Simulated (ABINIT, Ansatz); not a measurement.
## CdH2O2 (P-3m1): one start, several treatments of the self-energy

Wanted: the gap of CdH2O2 (P-3m1) under several approximations, with cost.

Program: ABINIT 10.8.3. Level of theory: PBEsol and many-body steps on it, plane waves. Results are calculated unless marked as measured.

## (1) Starting point

It takes space group P-3m1 (No. 164, trigonal). Conventional cell: a = 3.516 Å, b = 3.516 Å, c = 4.643 Å, α = 90.00°, β = 90.00°, γ = 120.00°. Nearest to Cd lie 6 O at 2.32 Å. H has 1 O at 0.97 Å nearest. Nearest to O lie 1 H at 0.97 Å and 3 Cd at 2.32 Å. Farther neighbours and most contacts between anions are not listed.

The cell and positions are those that the Materials Project relaxed with its own functionals (PBE, PBE+U or r2SCAN), kept fixed.

## (2) Empty states on the mesh, 3×3×2 mesh, 105 bands

This step: ABINIT 10.8.3; DFT, PBEsol, plane waves, norm-conserving pseudopotentials.

The sums over transitions need many empty states on a uniform mesh; this step solves for them.

The input, run.abi:

```
acell 3*1.0 Angstrom
rprim 
  3.515525964753 0.000000000011 0.000000000000
  -1.757762982386 3.044534793135 0.000000000000
  0.000000000000 0.000000000000 4.642979290000
ntypat 3
znucl 48 1 8
natom 5
typat 1 2 2 3 3
xred 
  0.000000000000 0.000000000000 0.000000000000
  0.666666666667 0.333333333333 0.550960720000
  0.333333333333 0.666666666667 0.449039280000
  0.666666666667 0.333333333333 0.759372000000
  0.333333333333 0.666666666667 0.240628000000
pp_dirpath "pseudos"
pseudos "Cd.upf, H.upf, O.upf"
ecut 47
ngkpt 3 3 2
nshiftk 1
shiftk 0 0 0
kptopt 1
chksymbreak 0
iscf -2
irdden 1
istwfk *1
nband 105
nbdbuf 8
tolwfr 1e-09
nstep 60
prtvol 0
indata_prefix "in"
outdata_prefix "out"
tmpdata_prefix "tmp"
```

On the command line:

```bash
OMP_NUM_THREADS=1 mpirun -n 4 abinit run.abi > log
```

Numbers of over 12 decimals in the logs are rounded to 6 here.

What it wrote:

```text
.Version 10.8.3 of ABINIT. v10.8.2 released Aug 2026.

 Symmetries : space group P-3 m 1 (#164); Bravais hP (primitive hexag.)
[... echo of the input left out ...]
== DATASET  1 ==================================================================
-   mpi_nproc: 4, omp_nthreads: 1 (-1 if OMP is not activated)

--- !DatasetInfo
iteration_state: {dtset: 1, }
dimensions: {natom: 5, nkpt: 6, mband: 105, nsppol: 1, nspinor: 1, nspden: 1, mpw: 5160, }
cutoff_energies: {ecut:  47.0, pawecutdg:  -1.0, }
[...]
2.61092    2.61092    2.61491    2.63357    2.63357    2.67574    2.67932    2.70924
   2.75071    2.75071    2.77170    2.83069    2.83069    2.83581    2.83581    2.86253
   2.86257
 prteigrs : prtvol=0 or 1, do not print more k-points.

== END DATASET(S) ==============================================================
================================================================================

 -outvars: echo values of variables after computation  --------
            nband         105
             nkpt           6
          spgroup         164
 [... the other variables as echoed above ...]

 Calculation completed.
```

Run time: 37 s. Hardware: 4 MPI ranks of Arm Neoverse V2, shared host; peak memory 0.34 GiB.

Numbers from this step:

```
gap                                                           : 1.704 eV
k of the valence top                                          : 0, 0, 0.5
k of the conduction bottom                                    : 0, 0, 0
least direct gap                                              : 1.983 eV
k points computed                                             : 6
lowest point of the top converged band, above the valence top : 71.8089 eV
```

On this mesh the gap is 1.704 eV.

The density comes from a self-consistent run that is not shown.

## (3) Screening, 3×3×2 mesh, 49 bands, screening to 114.3 eV

The RPA dielectric matrix is built and inverted for each q.

This step: RPA screening on PBEsol, plane waves, norm-conserving pseudopotentials.

Changes to run.abi since step 2:

```diff
@@ -23,10 +23,11 @@
 chksymbreak 0
-iscf -2
-irdden 1
 istwfk *1
-nband 105
-nbdbuf 8
-tolwfr 1e-09
-nstep 60
-prtvol 0
+occopt 1
+irdwfk 1
+optdriver 3
+nband 49
+ecuteps 4.2
+inclvkb 2
+awtr 1
+symchi 1
 indata_prefix "in"
```

What it wrote:

```text
.Version 10.8.3 of ABINIT. v10.8.2 released Aug 2026.

 Symmetries : space group P-3 m 1 (#164); Bravais hP (primitive hexag.)
[... echo of the input left out ...]
== DATASET  1 ==================================================================
-   mpi_nproc: 4, omp_nthreads: 1 (-1 if OMP is not activated)

--- !DatasetInfo
iteration_state: {dtset: 1, }
dimensions: {natom: 5, nkpt: 6, mband: 49, nsppol: 1, nspinor: 1, nspden: 1, mpw: 5160, }
cutoff_energies: {ecut:  47.0, pawecutdg:  -1.0, }
electrons: {nelect:   3.40000000E+01, charge:   0.00000000E+00, occopt:   1.00000000E+00, tsmear:   1.00000000E-02, }

 SCREENING: Calculation of the susceptibility and dielectric matrices

 Based on a program developped by R.W. Godby, V. Olevano, G. Onida, and L. Reining.
 Incorporated in ABINIT by V. Olevano, G.-M. Rignanese, and M. Torrent.
.Using double precision arithmetic ; gwpc =  8

[... cell and pseudopotentials left out ...]
--------------------------------------------------------------------------------

 ==== K-mesh for the wavefunctions ====
 Number of points in the irreducible wedge :     6
[... list of points left out ...]
 Together with 12 symmetry operations and time-reversal symmetry
 yields    18 points in the full Brillouin Zone.

 ==== Q-mesh for the screening function ====
 Number of points in the irreducible wedge :     6
[... list of points left out ...]
 Together with 12 symmetry operations and time-reversal symmetry
 yields    18 points in the full Brillouin Zone.

 setmesh: FFT mesh size selected  =    24x   24x   36
          total number of points  =        20736

 vcoul_init : cutoff-mode = AUXILIARY_FUNCTION
 q-points for optical limit:   1
     1)      0.000010    0.000020    0.000030

- screening: taking advantage of time-reversal symmetry
- Maximum band index for partially occupied states nbvw = 17
- Remaining bands to be divided among processors   nbcw = 32
- Number of bands treated by each node ~8

 Number of electrons calculated from density =   34.0000; Expected =   34.0000
 average of density, n =  0.101385
 r_s =    1.3304
 omega_plasma =   30.7145 [eV]

 calculating chi0 at frequencies [eV] :
  1    0.000000E+00    0.000000E+00
  2    0.000000E+00    3.071445E+01

--------------------------------------------------------------------------------
  q-point number  1        q = ( 0.000000, 0.000000, 0.000000) [r.l.u.]
--------------------------------------------------------------------------------
[... chi0 elements left out ...]
 For q-point:  0.000010 0.000020 0.000030
  dielectric constant =   3.9088
  dielectric constant without local fields =   4.1180

  Average fulfillment of the sum rule on Im[epsilon] for q-point    1 :     31.93  [%]
[... wings left out ...]
  q-point number  2        q = ( 0.333333, 0.000000, 0.000000) [r.l.u.]
--------------------------------------------------------------------------------
[... chi0 elements left out ...]
  Average fulfillment of the sum rule on Im[epsilon] for q-point    2 :     40.91  [%]

 [... 4 further q-points ...]
```

Run time: 6.3 s. Hardware: 4 MPI ranks; peak memory 0.65 GiB.

This step gave:

```
ε∞ with local fields, on this mesh, along the program's q direction : 3.909
the same without local fields                                       : 4.118
plasma frequency                                                    : 30.71 eV
plane waves in the screening matrix                                 : 135
```

Local fields lower ε∞ by 5 %. On a Γ-centred mesh this coarse the value itself is usually too large, while a short band sum pulls it down.

## (4) G0W0, Godby-Needs plasmon pole

The self-energy is evaluated for the states that the input lists, and the levels follow from it, in one-shot runs by the linearised quasiparticle equation.

This step: G0W0 on PBEsol, plane waves, norm-conserving pseudopotentials.

Changes to run.abi since step 3:

```diff
@@ -26,8 +26,17 @@
 irdwfk 1
-optdriver 3
+optdriver 4
 nband 49
+gwcalctyp 0
+ecutsigx 47
+symsigma 1
+nkptgw 2
+kptgw 
+  0.0000000000 0.0000000000 0.5000000000
+  0.0000000000 0.0000000000 0.0000000000
+bdgw 
+  16 19
+  16 19
 ecuteps 4.2
-inclvkb 2
-awtr 1
-symchi 1
+irdscr 1
+ppmodel 1
 indata_prefix "in"
```

What it wrote:

```text
.Version 10.8.3 of ABINIT. v10.8.2 released Aug 2026.

 Symmetries : space group P-3 m 1 (#164); Bravais hP (primitive hexag.)
[... echo of the input left out ...]
== DATASET  1 ==================================================================
-   mpi_nproc: 4, omp_nthreads: 1 (-1 if OMP is not activated)

--- !DatasetInfo
iteration_state: {dtset: 1, }
dimensions: {natom: 5, nkpt: 6, mband: 49, nsppol: 1, nspinor: 1, nspden: 1, mpw: 5160, }
cutoff_energies: {ecut:  47.0, pawecutdg:  -1.0, }
electrons: {nelect:   3.40000000E+01, charge:   0.00000000E+00, occopt:   1.00000000E+00, tsmear:   1.00000000E-02, }

 SIGMA: Calculation of the GW corrections

 Based on a program developped by R.W. Godby, V. Olevano, G. Onida, and L. Reining.
 Incorporated in ABINIT by V. Olevano, G.-M. Rignanese, and M. Torrent.
.Using double precision arithmetic ; gwpc =  8

[... cell and pseudopotentials left out ...]
--------------------------------------------------------------------------------

 ==== K-mesh for the wavefunctions ====
 Number of points in the irreducible wedge :     6
[... list of points left out ...]
 Together with 12 symmetry operations and time-reversal symmetry
 yields    18 points in the full Brillouin Zone.

 ==== Q-mesh for screening function ====
 Number of points in the irreducible wedge :     6
[... list of points left out ...]
 Together with 12 symmetry operations and time-reversal symmetry
 yields    18 points in the full Brillouin Zone.

 vcoul_init : cutoff-mode = AUXILIARY_FUNCTION
 q-points for optical limit:   1
     1)      0.000010    0.000020    0.000030
 setmesh: FFT mesh size selected  =    36x   36x   60
          total number of points  =        77760

 Number of electrons calculated from density =   34.0000; Expected =   34.0000
 average of density, n =  0.101385
 r_s =    1.3304
 omega_plasma =   30.7145 [eV]

 === KS Band Gaps ===
  >>>> For spin  1
   Minimum direct gap =   1.9829 [eV], located at k-point      :   0.0000  0.0000  0.0000
   Fundamental gap    =   1.7039 [eV], Top of valence bands at :   0.0000  0.0000  0.5000
                                       Bottom of conduction at :   0.0000  0.0000  0.0000
 SIGMA fundamental parameters:
 PLASMON POLE MODEL  1
 number of plane-waves for SigmaX                 5133
 number of plane-waves for SigmaC and W            135
 number of plane-waves for wavefunctions          5133
 number of bands                                    49
 number of independent spin polarizations            1
 number of spinorial components                      1
 number of k-points in IBZ                           6
 number of q-points in IBZ                           6
 number of symmetry operations                      12
 number of k-points in BZ                           18
 number of q-points in BZ                           18
 number of frequencies for dSigma/dE                 9
 frequency step for dSigma/dE [eV]                0.25
 number of omega for Sigma on real axis              0
 max omega for Sigma on real axis  [eV]           0.00
 zcut for avoiding poles [eV]                     0.10

 EPSILON^-1 parameters (SCR file):
 dimension of the eps^-1 matrix on file            135
 dimension of the eps^-1 matrix used               135
 number of plane-waves for wavefunctions          5133
 number of bands                                    49
 number of q-points in IBZ                           6
 number of frequencies                               2
 number of real frequencies                          1
 number of imag frequencies                          1

 matrix elements of self-energy operator (all in [eV])

 Perturbative Calculation

--- !SelfEnergy_ee
iteration_state: {dtset: 1, }
kpoint     : [   0.000,    0.000,    0.500, ]
spin       : 1
KS_gap     :    4.351
QP_gap     :    6.048
Delta_QP_KS:    1.697
data: !SigmaeeData |
     Band     E0 <VxcDFT>   SigX SigC(E0)      Z dSigC/dE  Sig(E)    E-E0       E
       16   3.042 -21.600 -27.187   4.959   0.793  -0.262 -22.098  -0.498   2.544
       17   3.042 -21.600 -27.187   4.959   0.793  -0.262 -22.098  -0.498   2.544
       18   7.393 -10.891  -6.212  -3.265   0.849  -0.178  -9.692   1.199   8.592
       19   7.401 -15.175 -10.155  -2.955   0.835  -0.198 -13.451   1.724   9.125

--- !SelfEnergy_ee
iteration_state: {dtset: 1, }
kpoint     : [   0.000,    0.000,    0.000, ]
spin       : 1
KS_gap     :    1.983
QP_gap     :    3.719
Delta_QP_KS:    1.736
data: !SigmaeeData |
     Band     E0 <VxcDFT>   SigX SigC(E0)      Z dSigC/dE  Sig(E)    E-E0       E
       16   2.763 -21.231 -26.899   4.954   0.792  -0.262 -21.796  -0.565   2.197
       17   2.763 -21.231 -26.899   4.954   0.792  -0.262 -21.796  -0.565   2.197
       18   4.745 -12.230  -7.885  -2.963   0.847  -0.181 -11.060   1.171   5.916
       19   9.234  -9.581  -4.726  -3.411   0.856  -0.169  -8.345   1.236  10.470

== END DATASET(S) ==============================================================
================================================================================

 -outvars: echo values of variables after computation  --------
           etotal      0.0000000000E+00
            nband          49
             nkpt           6
          spgroup         164
 [... the other variables as echoed above ...]

 Calculation completed.
```

Run time: 3 s. Hardware: 4 MPI ranks; peak memory 0.16 GiB.

This step gave:

```yaml
g0w0_gap_on_the_points_computed: 3.372 eV
starting_gap_on_the_mesh: 1.704 eV
k_of_the_valence_top: 0, 0, 0.5
k_of_the_conduction_bottom: 0, 0, 0
z_at_the_valence_top: 0.793
z_at_the_conduction_bottom: 0.847
least_direct_g0w0_gap_on_the_computed_points: 3.719 eV
```

The gap on the mesh goes from 1.70 eV to 3.37 eV, a correction of +1.67 eV.

## (5) G0W0, Engel-Farid plasmon pole

Changes to run.abi since step 4:

```diff
@@ -40,3 +40,3 @@
 irdscr 1
-ppmodel 1
+ppmodel 4
 indata_prefix "in"
```

What it wrote:

```text
.Version 10.8.3 of ABINIT. v10.8.2 released Aug 2026.

 Symmetries : space group P-3 m 1 (#164); Bravais hP (primitive hexag.)
[... echo of the input left out ...]
== DATASET  1 ==================================================================
-   mpi_nproc: 4, omp_nthreads: 1 (-1 if OMP is not activated)

--- !DatasetInfo
iteration_state: {dtset: 1, }
dimensions: {natom: 5, nkpt: 6, mband: 49, nsppol: 1, nspinor: 1, nspden: 1, mpw: 5160, }
cutoff_energies: {ecut:  47.0, pawecutdg:  -1.0, }
electrons: {nelect:   3.40000000E+01, charge:   0.00000000E+00, occopt:   1.00000000E+00, tsmear:   1.00000000E-02, }

 SIGMA: Calculation of the GW corrections

 Based on a program developped by R.W. Godby, V. Olevano, G. Onida, and L. Reining.
 Incorporated in ABINIT by V. Olevano, G.-M. Rignanese, and M. Torrent.
.Using double precision arithmetic ; gwpc =  8

[... cell and pseudopotentials left out ...]
--------------------------------------------------------------------------------

 ==== K-mesh for the wavefunctions ====
 Number of points in the irreducible wedge :     6
[... list of points left out ...]
 Together with 12 symmetry operations and time-reversal symmetry
 yields    18 points in the full Brillouin Zone.

 ==== Q-mesh for screening function ====
 Number of points in the irreducible wedge :     6
[... list of points left out ...]
 Together with 12 symmetry operations and time-reversal symmetry
 yields    18 points in the full Brillouin Zone.

 vcoul_init : cutoff-mode = AUXILIARY_FUNCTION
 q-points for optical limit:   1
     1)      0.000010    0.000020    0.000030
 setmesh: FFT mesh size selected  =    36x   36x   60
          total number of points  =        77760

 Number of electrons calculated from density =   34.0000; Expected =   34.0000
[...]
number of omega for Sigma on real axis              0
 max omega for Sigma on real axis  [eV]           0.00
 zcut for avoiding poles [eV]                     0.10

 EPSILON^-1 parameters (SCR file):
 dimension of the eps^-1 matrix on file            135
 dimension of the eps^-1 matrix used               135
 number of plane-waves for wavefunctions          5133
 number of bands                                    49
 number of q-points in IBZ                           6
 number of frequencies                               2
 number of real frequencies                          1
 number of imag frequencies                          1

 matrix elements of self-energy operator (all in [eV])

 Perturbative Calculation

--- !SelfEnergy_ee
iteration_state: {dtset: 1, }
kpoint     : [   0.000,    0.000,    0.500, ]
spin       : 1
KS_gap     :    4.351
QP_gap     :    5.984
Delta_QP_KS:    1.632
data: !SigmaeeData |
     Band     E0 <VxcDFT>   SigX SigC(E0)      Z dSigC/dE  Sig(E)    E-E0       E
       16   3.042 -21.600 -27.187   4.997   0.809  -0.235 -22.078  -0.478   2.564
       17   3.042 -21.600 -27.187   4.997   0.809  -0.235 -22.078  -0.478   2.564
       18   7.393 -10.891  -6.212  -3.338   0.861  -0.161  -9.736   1.154   8.547
[...]
--- !SelfEnergy_ee
iteration_state: {dtset: 1, }
kpoint     : [   0.000,    0.000,    0.000, ]
spin       : 1
KS_gap     :    1.983
QP_gap     :    3.630
Delta_QP_KS:    1.647
data: !SigmaeeData |
     Band     E0 <VxcDFT>   SigX SigC(E0)      Z dSigC/dE  Sig(E)    E-E0       E
[...]
18   4.745 -12.230  -7.885  -3.076   0.861  -0.161 -11.138   1.093   5.838
       19   9.234  -9.581  -4.726  -3.495   0.869  -0.151  -8.399   1.182  10.416

== END DATASET(S) ==============================================================
================================================================================

 -outvars: echo values of variables after computation  --------
           etotal      0.0000000000E+00
            nband          49
             nkpt           6
          spgroup         164
 [... the other variables as echoed above ...]

 Calculation completed.
```

The job ended after 2.8 s (4 MPI ranks; peak memory 0.16 GiB).

This step gave:

```
G0W0 gap on the points computed              : 3.274 eV
starting gap on the mesh                     : 1.704 eV
k of the valence top                         : 0, 0, 0.5
k of the conduction bottom                   : 0, 0, 0
Z at the valence top                         : 0.809
Z at the conduction bottom                   : 0.861
least direct G0W0 gap on the computed points : 3.63 eV
```

Against G0W0 in ABINIT (3×3×2 mesh, 49 bands, screening to 114.3 eV, Godby-Needs plasmon pole), the gap moves by −0.098 eV.

## (6) G0W0, von der Linden-Horsch plasmon pole

Changes to run.abi since step 5:

```diff
@@ -40,3 +40,3 @@
 irdscr 1
-ppmodel 4
+ppmodel 3
 indata_prefix "in"
```

What it wrote:

```text
.Version 10.8.3 of ABINIT. v10.8.2 released Aug 2026.

 Symmetries : space group P-3 m 1 (#164); Bravais hP (primitive hexag.)
[... echo of the input left out ...]
== DATASET  1 ==================================================================
-   mpi_nproc: 4, omp_nthreads: 1 (-1 if OMP is not activated)

--- !DatasetInfo
iteration_state: {dtset: 1, }
dimensions: {natom: 5, nkpt: 6, mband: 49, nsppol: 1, nspinor: 1, nspden: 1, mpw: 5160, }
cutoff_energies: {ecut:  47.0, pawecutdg:  -1.0, }
[...]
Band     E0 <VxcDFT>   SigX SigC(E0)      Z dSigC/dE  Sig(E)    E-E0       E
[...]
18   4.745 -12.230  -7.885  -3.223   0.904  -0.107 -11.216   1.014   5.760
       19   9.234  -9.581  -4.726  -3.672   0.913  -0.096  -8.501   1.080  10.314

== END DATASET(S) ==============================================================
================================================================================

 -outvars: echo values of variables after computation  --------
           etotal      0.0000000000E+00
            nband          49
             nkpt           6
          spgroup         164
 [... the other variables as echoed above ...]

 Calculation completed.
```

The job ended after 2.8 s (4 MPI ranks; peak memory 0.16 GiB).

Numbers from this step:

* G0W0 gap on the points computed: 3.259 eV
* starting gap on the mesh: 1.704 eV
* k of the valence top: 0, 0, 0.5
* k of the conduction bottom: 0, 0, 0
* least direct G0W0 gap on the computed points: 3.633 eV

Against G0W0 in ABINIT (3×3×2 mesh, 49 bands, screening to 114.3 eV, Godby-Needs plasmon pole), the gap moves by −0.113 eV.

(Continued in part 2 of 2.)

[Paths, hosts, dates, memory and timing lines, banners, echoed tables and standing remarks are left out of the program output.]

[Logs are printed without paths, hosts, clocks, repeated set-up lines and the standing remarks that a program may print on its own settings, such as how far it seeks lower states.]

[Runs of the session that timed out or met a known fault of the program may be left out.]

[No measured gap is set beside runs whose start may be inverted or whose files or cutoffs have a known fault.]

[Hosts, paths, dates, database ids (printed as entryN), source tags and the programs' standing remarks are cut or masked in the printed files.]

[G0W0 gaps are taken among the corrected bands and points alone; a level outside them can change the order at an edge.]

[Where Ansatz stands beside ABINIT at settings called matched, ABINIT's density can come from a denser mesh and the files from another edition; pairs whose starting gaps differed by over 0.03 eV were left out, so agreement reads better than it is.]
